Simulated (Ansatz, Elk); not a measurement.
## How far do independent atoms describe InAgSeO?

Structure refinements treat a crystal as free atoms side by side. For a made-up structure of InAgSeO (cell and positions from a PBE relaxation) the runs below show what the calculated density changes in F(hkl).

Method: DFT, PBE, all-electron APW+lo, Dirac cores, scalar-relativistic bands, static density, no spin, in Elk 11.2.3 (patched build).

The structure was built from a prototype and need not be the compound's stable phase.

### 1. Set-up

Symmetry: I2_12_12_1, No. 24, orthorhombic system. Conventional cell: a = 5.395 Å, b = 6.142 Å, c = 10.505 Å, α = 90.00°, β = 90.00°, γ = 90.00°. Nearest to In lie 2 O at 2.10 Å and 2 Se at 2.60 Å. Nearest to Ag lie 2 O at 2.49 Å and 2 Se at 2.70 Å. Se has 2 In at 2.60 Å and 2 Ag at 2.70 Å nearest. Nearest to O lie 2 In at 2.10 Å and 2 Ag at 2.49 Å. Farther neighbours and most contacts between anions are not listed.

### 2. Ground state and structure factors

An all-electron density is needed, since X-rays see the cores too. Task 0 finds the density and task 195 Fourier-transforms it; tshift is off so that phases refer to the origin typed.

File elk.in:

```
tasks
  0
  195

xctype
  20

spinpol
  .false.

rgkmax
  7.0

gmaxvr
  14.0

lmaxo
  7

lmaxapw
  8

swidth
  0.002

tshift
  .false.

ramdisk
  .false.

hmaxvr
  5.5

maxscl
  120

epspot
  1e-06

sppath
  './'

avec
  -5.09712478606 5.80311658470 9.92589088447
  5.09712478606 -5.80311658470 9.92589088447
  5.09712478606 5.80311658470 -9.92589088447

atoms
  4
  'In.in'
  2
  0.3606113991 0.1106113991 0.2500000000   0.000000 0.000000 0.000000
  0.1393886009 0.3893886009 0.7500000000   0.000000 0.000000 0.000000
  'Ag.in'
  2
  0.8222037283 0.5722037283 0.2500000000   0.000000 0.000000 0.000000
  0.6777962717 0.9277962717 0.7500000000   0.000000 0.000000 0.000000
  'Se.in'
  2
  0.7500000000 0.5288427663 0.7788427663   0.000000 0.000000 0.000000
  0.2500000000 -0.0288427663 0.7211572337   0.000000 0.000000 0.000000
  'O.in'
  2
  0.0677153324 0.2500000000 0.3177153324   0.000000 0.000000 0.000000
  0.4322846676 0.7500000000 0.1822846676   0.000000 0.000000 0.000000

ngridk
  6 6 6
```

Launch:

```sh
OMP_NUM_THREADS=4 elk
```

Numbers of over 12 decimals in the logs are rounded to 6 here.

What it wrote:

```text
┌─────────────────────────┐
│ Elk code version 11.2.3 │
└─────────────────────────┘

All units are atomic (Hartree, Bohr, etc.)

┌─────────────────────────────────────────────────┐
│ Ground-state run starting from atomic densities │
└─────────────────────────────────────────────────┘

Lattice vectors :
  -5.097124786       5.803116585       9.925890884
   5.097124786      -5.803116585       9.925890884
   5.097124786       5.803116585      -9.925890884

Reciprocal lattice vectors :
  0.5980614087E-17  0.5413630086      0.3165048548
  0.6163460354      0.1824931643E-16  0.3165048548
  0.6163460354      0.5413630086      0.9218862072E-18

Unit cell volume      :    1174.400019
Brillouin zone volume :   0.2112144154

Muffin-tin inner radius fraction :   0.1000000000E-01

Nuclei treated as point charges

Species : 1 (In)
 parameters loaded from : In.in
 name : indium
 nuclear charge    :   -49.00000000
 electronic charge :    49.00000000
 atomic mass :    209300.4102
 muffin-tin radius :    2.318735008
 number of radial points in muffin-tin :   1193
 inner part over the whole radius :   0.9872848341E-02
 number on inner part of muffin-tin    :    847
 approximate nuclear radius :   0.8768807633E-04
 number of mesh points to nuclear radius :    430
 atomic positions (lattice), magnetic fields (Cartesian) :
  1 :   0.36061140  0.11061140  0.25000000    0.00000000  0.00000000  0.00000000
  2 :   0.13938860  0.38938860  0.75000000    0.00000000  0.00000000  0.00000000

Species : 2 (Ag)
 parameters loaded from : Ag.in
 name : silver
 nuclear charge    :   -47.00000000
 electronic charge :    47.00000000
 atomic mass :    196631.6998
 muffin-tin radius :    2.600000000
 number of radial points in muffin-tin :   1193
 inner part over the whole radius :   0.9869554211E-02
 number on inner part of muffin-tin    :    849
 approximate nuclear radius :   0.8648227117E-04
 number of mesh points to nuclear radius :    425
 atomic positions (lattice), magnetic fields (Cartesian) :
  1 :   0.82220373  0.57220373  0.25000000    0.00000000  0.00000000  0.00000000
  2 :   0.67779627  0.92779627  0.75000000    0.00000000  0.00000000  0.00000000

Species : 3 (Se)
 parameters loaded from : Se.in
 name : selenium
 nuclear charge    :   -34.00000000
 electronic charge :    34.00000000
 atomic mass :    143935.2749
 muffin-tin radius :    2.400000000
 number of radial points in muffin-tin :    993
 inner part over the whole radius :   0.9976188588E-02
 number on inner part of muffin-tin    :    703
 approximate nuclear radius :   0.7785908700E-04
 number of mesh points to nuclear radius :    342
 atomic positions (lattice), magnetic fields (Cartesian) :
  1 :   0.75000000  0.52884277  0.77884277    0.00000000  0.00000000  0.00000000
  2 :   0.25000000  0.97115723  0.72115723    0.00000000  0.00000000  0.00000000

Species : 4 (O)
 parameters loaded from : O.in
 name : oxygen
 nuclear charge    :   -8.000000000
 electronic charge :    8.000000000
 atomic mass :    29165.12205
 muffin-tin radius :    1.605278083
 number of radial points in muffin-tin :    593
 inner part over the whole radius :   0.9823278362E-02
 number on inner part of muffin-tin    :    406
 approximate nuclear radius :   0.5115538663E-04
 number of mesh points to nuclear radius :    174
 atomic positions (lattice), magnetic fields (Cartesian) :
  1 :   0.06771533  0.25000000  0.31771533    0.00000000  0.00000000  0.00000000
  2 :   0.43228467  0.75000000  0.18228467    0.00000000  0.00000000  0.00000000

Total number of atoms per unit cell :    8
Total muffin-tin volume :    402.1525328
 ratio of muffin-tin to unit cell volume :   0.3424323283

Spin treatment :
 spin-unpolarised

Number of Bravais lattice symmetries :    8
Number of crystal symmetries         :    4
Crystal has no inversion symmetry
Complex Hermitian eigensolver will be used

k-point grid :      6     6     6
k-point offset :    0.000000000       0.000000000       0.000000000
[...]
total energy                :     -27413.773723941

Density of states at Fermi energy :    26.72911482
 (states/Hartree/unit cell)

Estimated indirect band gap :   0.1662243655E-02
 from k-point 10 to k-point 58
Estimated direct band gap   :   0.2460994087E-01
 at k-point 58

Charges :
 core                        :    156.0000000
 valence                     :    120.0000000
 interstitial                :    11.43134149
 muffin-tins (core leakage)
  species : 1 (In)
[...]
species : 2 (Ag)
[...]
species : 3 (Se)
[...]
species : 4 (O)
[...]
total in muffin-tins        :    264.5686585
 total calculated charge     :    275.9977434
 total charge                :    276.0000000
 error                       :   0.2256600507E-02

RMS change in Kohn-Sham potential (target) :   0.7309092085     (  0.1000000000E-05)
Absolute change in total energy (target)   :   0.3176007325     (  0.1000000000E-03)

[... loops 3 to 16 left out ...]

┌──────────────────┐
│ Loop number : 17 │
└──────────────────┘

Energies :
 Fermi                       :     0.135685
 sum of occupied eigenvalues :     -16354.311002006
 electron kinetic            :      28614.812336547
 core electron kinetic       :      27351.148855055
 Coulomb                     :     -55214.667175619
 Coulomb potential           :     -43910.277073508
 nuclear-nuclear             :     -2834.7543653508
 electron-nuclear            :     -60909.250691945
 Hartree                     :      8529.3378816764
 Madelung                    :     -33259.528638865
 xc potential                :     -1058.8462650441
 exchange                    :     -798.04395339437
 correlation                 :     -14.168494976739
 electron entropic           :    -0.98378770384994E-04
 total energy                :     -27412.067385822

Density of states at Fermi energy :    5.972721855
 (states/Hartree/unit cell)

Estimated indirect band gap :   0.8436789903E-02
 from k-point 53 to k-point 59
Estimated direct band gap   :   0.2806210632E-01
 at k-point 2

Charges :
 core                        :    156.0000000
 valence                     :    120.0000000
 interstitial                :    11.85255303
 muffin-tins (core leakage)
  species : 1 (In)
[...]
species : 2 (Ag)
[...]
species : 3 (Se)
[...]
species : 4 (O)
[...]
total in muffin-tins        :    264.1474470
 total calculated charge     :    275.9979573
 total charge                :    276.0000000
 error                       :   0.2042706801E-02

RMS change in Kohn-Sham potential (target) :   0.6836887334E-07 (  0.1000000000E-05)
Absolute change in total energy (target)   :   0.4816879300E-04 (  0.1000000000E-03)

Convergence targets achieved

┌──────────────────┐
│ Loop number : 18 │
└──────────────────┘

Energies :
 Fermi                       :     0.135685
 sum of occupied eigenvalues :     -16354.311004047
 electron kinetic            :      28614.812335525
 core electron kinetic       :      27351.148854479
 Coulomb                     :     -55214.667175046
 Coulomb potential           :     -43910.277072275
 nuclear-nuclear             :     -2834.7543653508
 electron-nuclear            :     -60909.250691944
 Hartree                     :      8529.3378822489
 Madelung                    :     -33259.528638909
 xc potential                :     -1058.8462672969
 exchange                    :     -798.04395337829
 correlation                 :     -14.168494982738
 electron entropic           :    -0.98378669773665E-04
 total energy                :     -27412.067386261

Density of states at Fermi energy :    5.972713985
 (states/Hartree/unit cell)

Estimated indirect band gap :   0.8436788176E-02
 from k-point 53 to k-point 59
Estimated direct band gap   :   0.2806209862E-01
 at k-point 2

Charges :
 core                        :    156.0000000
 valence                     :    120.0000000
 interstitial                :    11.85255300
 muffin-tins (core leakage)
  species : 1 (In)
[...]
species : 2 (Ag)
[...]
species : 3 (Se)
[...]
atom 2                    :    32.50644528     (  0.5803182669E-04)
  species : 4 (O)
   atom 1                    :    7.045811874     ( -0.1686157614E-06)
   atom 2                    :    7.045811874     ( -0.1686157614E-06)
 total in muffin-tins        :    264.1474470
 total calculated charge     :    275.9979573
 total charge                :    276.0000000
 error                       :   0.2042706853E-02

┌──────────────────────────────┐
│ Self-consistent loop stopped │
└──────────────────────────────┘

Warning : core states of species 1 leak from the muffin-tin :   0.6285649627E-03

Wrote STATE.OUT
```

The job ended after 5.4 min (4 threads of Arm Neoverse V1, shared host; peak memory 0.38 GiB; 20 min of CPU time).

SFACRHO.OUT:

```text

h k l indices transformed by vhmat matrix:
   1.000000000       0.000000000       0.000000000    
   0.000000000       1.000000000       0.000000000    
   0.000000000       0.000000000       1.000000000    

      h      k      l  multipl.   |H|            Re(F)            Im(F)           |F|

      0      0      0      1   0.0000000       276.00000     -0.35249781E-15   276.00000    
      1      0      0      1  0.62709587     -0.31577519E-13  -2.9477705       2.9477705    
     -1      0      0      1  0.62709587     -0.31068204E-13   2.9477705       2.9477705    
      0      1     -1      1  0.62709587      0.43291760E-13   2.9477705       2.9477705    
      0     -1      1      1  0.62709587      0.43291760E-13  -2.9477705       2.9477705    
      1      1     -1      1  0.63300971       22.263090     -0.34045141E-13   22.263090    
     -1     -1      1      1  0.63300971       22.263090      0.33930802E-13   22.263090    
      1      0     -1      1  0.69286201     -0.17892173E-13   8.3316127       8.3316127    
     -1      0      1      1  0.69286201     -0.17950766E-13  -8.3316127       8.3316127    
      0      1      0      1  0.69286201     -0.83575000E-14   8.3316127       8.3316127    
      0     -1      0      1  0.69286201     -0.83006234E-14  -8.3316127       8.3316127    
      0      0      1      1  0.82033916      0.21645880E-13  -47.017305       47.017305    
     -1      1      0      1  0.82033916      0.76397223E-15  -47.017305       47.017305    
      1     -1      0      1  0.82033916      0.17826019E-14   47.017305       47.017305    
      0      0     -1      1  0.82033916      0.20372593E-13   47.017305       47.017305    
      0     -2      1      1   1.0361745       147.21359      -69.314944       162.71571    
      1      1      0      1   1.0361745      -147.21359       69.314944       162.71571    
      0      2     -1      1   1.0361745       147.21359       69.314944       162.71571
```

Elk indexes on the primitive cell of elk.in and gives |H| = 4π sin θ/λ in inverse bohr. Below, one row stands for each form hkl of the conventional cell (m members, Friedel mates merged), F is for one primitive cell and the density is static (no thermal factor). Free-atom factors are Waasmaier and Kirfel's, and R is Σm||F|−|F'||/Σm|F|.

```tsv
hkl	m	sin θ/λ (Å⁻¹)	abs F, DFT	neutral atoms	diff.	abs of complex diff.
011	4	0.094	2.948	3.080	-0.132	0.132
002	2	0.095	22.263	22.216	+0.047	0.047
101	4	0.104	8.332	8.395	-0.063	0.063
110	4	0.123	47.017	47.246	-0.229	0.229
112	8	0.156	162.716	162.568	+0.148	0.875
020	2	0.163	98.153	99.056	-0.904	0.904
013	4	0.164	52.356	52.708	-0.352	0.352
103	4	0.170	4.125	4.123	+0.002	0.002
200	2	0.185	94.742	95.765	-1.023	1.023
022	4	0.189	109.140	109.546	-0.406	0.406
004	2	0.190	27.027	27.625	-0.598	0.598
121	8	0.193	28.841	28.625	+0.216	0.462
211	8	0.208	22.295	22.412	-0.117	0.138
202	4	0.208	98.627	99.247	-0.620	0.620
114	8	0.227	105.805	106.297	-0.493	0.507
123	8	0.236	16.124	16.124	+0.001	0.369
220	4	0.247	197.850	198.057	-0.207	0.207
213	8	0.248	57.821	57.808	+0.013	0.015
031	4	0.249	16.129	16.033	+0.096	0.096
024	4	0.251	141.924	142.013	-0.089	0.089
015	4	0.252	20.318	20.289	+0.030	0.030
105	4	0.255	86.214	86.275	-0.060	0.060
```

### 3. The highest occupied states alone

An energy window below the Fermi level keeps the highest occupied states, to see at which angles they scatter; shallow core shells can lie inside it and anion s states outside. No new self-consistency is needed.

elk.in: that of step 2 with these lines changed.

```diff
@@ -1,3 +1,2 @@
 tasks
-  0
   195
@@ -40,2 +39,5 @@
 
+wsfac
+  -0.231810 0.435680
+
 sppath
```

Launch:

```sh
OMP_NUM_THREADS=4 elk
```

What it wrote:

```text
┌─────────────────────────────────┐
│ Elk code version 11.2.3 started │
└─────────────────────────────────┘

Info(readinput): the functional depends on the density's gradient
 muffin-tin radial points multiplied by    2.00000
 (not where nrmtscf is given)

┌────────────────────┐
│ Current task : 195 │
└────────────────────┘
Info(checkmt): changed muffin-tin radius of species 1 (In) from   2.6000 to   2.3187
Info(checkmt): changed muffin-tin radius of species 4 (O) from   1.8000 to   1.6053

Info(sfacrho): density structure factors written to SFACRHO.OUT

 Energy window :  -0.2318100000      0.4356800000

┌──────────────────┐
│ Elk code stopped │
└──────────────────┘
```

It took 36 s on 4 threads; peak memory 0.24 GiB; 46 s of CPU time.

States within 10 eV below the Fermi level hold 44.00 electrons; any levels below the window count with the cores. Their amplitudes can exceed the total, where window and core parts have opposite phase:

```tsv
hkl	sin θ/λ (Å⁻¹)	abs F, window	abs F, all
011	0.094	10.821	2.948
002	0.095	13.213	22.263
101	0.104	7.006	8.332
110	0.123	2.176	47.017
112	0.156	14.525	162.716
020	0.163	6.538	98.153
013	0.164	0.484	52.356
103	0.170	10.960	4.125
200	0.185	4.108	94.742
022	0.189	4.757	109.140
```

### 4. Another functional

The difference from free atoms is small, so it is set against the change that LDA (Perdew-Wang) makes.

elk.in: that of step 3 with these lines changed.

```diff
@@ -1,2 +1,3 @@
 tasks
+  0
   195
@@ -4,3 +5,3 @@
 xctype
-  20
+  3
 
@@ -39,5 +40,2 @@
 
-wsfac
-  -0.231810 0.435680
-
 sppath
```

Launch:

```sh
OMP_NUM_THREADS=4 elk
```

What it wrote:

```text
┌─────────────────────────┐
│ Elk code version 11.2.3 │
└─────────────────────────┘

All units are atomic (Hartree, Bohr, etc.)

┌─────────────────────────────────────────────────┐
│ Ground-state run starting from atomic densities │
└─────────────────────────────────────────────────┘

Lattice vectors :
  -5.097124786       5.803116585       9.925890884
   5.097124786      -5.803116585       9.925890884
   5.097124786       5.803116585      -9.925890884

Reciprocal lattice vectors :
  0.5980614087E-17  0.5413630086      0.3165048548
[...]
species : 2 (Ag)
[...]
species : 3 (Se)
[...]
species : 4 (O)
   atom 1                    :    7.011757181     ( -0.4272715874E-05)
   atom 2                    :    7.011757181     ( -0.4272715874E-05)
 total in muffin-tins        :    264.0700859
 total calculated charge     :    275.9979537
 total charge                :    276.0000000
 error                       :   0.2046342728E-02

┌──────────────────────────────┐
│ Self-consistent loop stopped │
└──────────────────────────────┘

Warning : core states of species 1 leak from the muffin-tin :   0.6387776093E-03

Wrote STATE.OUT
[key lines of the parts left out:]
total energy                :     -27384.781219178
```

Elapsed: 4.4 min, on 4 threads; peak memory 0.29 GiB; 16 min of CPU time.

Against the first run R = 0.04 %; the largest change is -0.091 at 220.

### 5. Basis size

The basis and the expansions that go with it are enlarged, to see whether the differences are converged.

elk.in: that of step 4 with these lines changed.

```diff
@@ -5,3 +5,3 @@
 xctype
-  3
+  20
 
@@ -11,12 +11,12 @@
 rgkmax
-  7.0
+  8.5
 
 gmaxvr
-  14.0
+  18.0
 
 lmaxo
-  7
+  9
 
 lmaxapw
-  8
+  10
```

Launch:

```sh
OMP_NUM_THREADS=4 elk
```

What it wrote:

```text
┌─────────────────────────┐
│ Elk code version 11.2.3 │
└─────────────────────────┘

All units are atomic (Hartree, Bohr, etc.)

┌─────────────────────────────────────────────────┐
│ Ground-state run starting from atomic densities │
└─────────────────────────────────────────────────┘

Lattice vectors :
  -5.097124786       5.803116585       9.925890884
   5.097124786      -5.803116585       9.925890884
   5.097124786       5.803116585      -9.925890884

Reciprocal lattice vectors :
  0.5980614087E-17  0.5413630086      0.3165048548
[...]
species : 3 (Se)
[...]
species : 4 (O)
   atom 1                    :    7.076655041     ( -0.1683496227E-06)
   atom 2                    :    7.076655041     ( -0.1683496227E-06)
 total in muffin-tins        :    264.2431927
 total calculated charge     :    275.9984650
 total charge                :    276.0000000
 error                       :   0.1535032343E-02

RMS change in Kohn-Sham potential (target) :   0.5886796765E-06 (  0.1000000000E-05)
Absolute change in total energy (target)   :   0.8367413066E-03 (  0.1000000000E-03)

┌──────────────────┐
│ Loop number : 16 │
└──────────────────┘
[key lines of the parts left out:]
total energy                :     -27412.143795467
```

It took 14 min on 4 threads; peak memory 0.82 GiB.

The run was cut off at its time limit.

### 6. Settings against the effect

```tsv
run	R against the first run (%)	R against neutral atoms, low angle (%)	wall time
PBE, rgkmax 7	0.00	0.30	5.4 min
LDA (Perdew-Wang)	0.04	0.30	4.4 min
```

### 7. Summary of results

```
R against neutral atoms, sin θ/λ < 0.3 Å⁻¹ : 0.30 %
R against neutral atoms, 0.3 to 0.53 Å⁻¹   : 0.16 %
```

**Reading.** Independent neutral atoms miss the calculated amplitudes by R = 0.30 % below 0.3 Å⁻¹ and 0.16 % from there to 0.53 Å⁻¹; by shells, 0.64 % below 0.15 Å⁻¹ (4 forms), 0.29 % 0.15 to 0.3 (26 forms), 0.15 % 0.3 to 0.45 (62 forms), 0.18 % above 0.45 (57 forms). Bonding, aspherical density and the tables' own atoms all enter these figures, and the runs don't part them. The largest change of an amplitude is -1.02 electrons, at 200. R counts amplitudes alone; phases shift too. The window's part falls from 44.0 electrons at the origin to at most 1.71 between 0.45 and 0.53 Å⁻¹, where compact states inside the window still scatter. Below 0.3 Å⁻¹ the changes that finished (LDA (Perdew-Wang)) move F by R = 0.05 % at most, against the 0.30 % that separates it from free atoms. The basis has no finished test. The k-mesh has no finished test. These runs have no spin, though d or f shells may be open. Part of the difference isn't bonding: the tables are fits to free atoms and ions calculated by other methods than this functional. Thermal motion, anomalous dispersion and extinction are left out.

[Logs are printed without paths, hosts, clocks, repeated set-up lines and the standing remarks that a program may print on its own settings, such as how far it seeks lower states.]

[Hosts, paths, dates, database ids (printed as entryN), source tags and the programs' standing remarks are cut or masked in the printed files.]
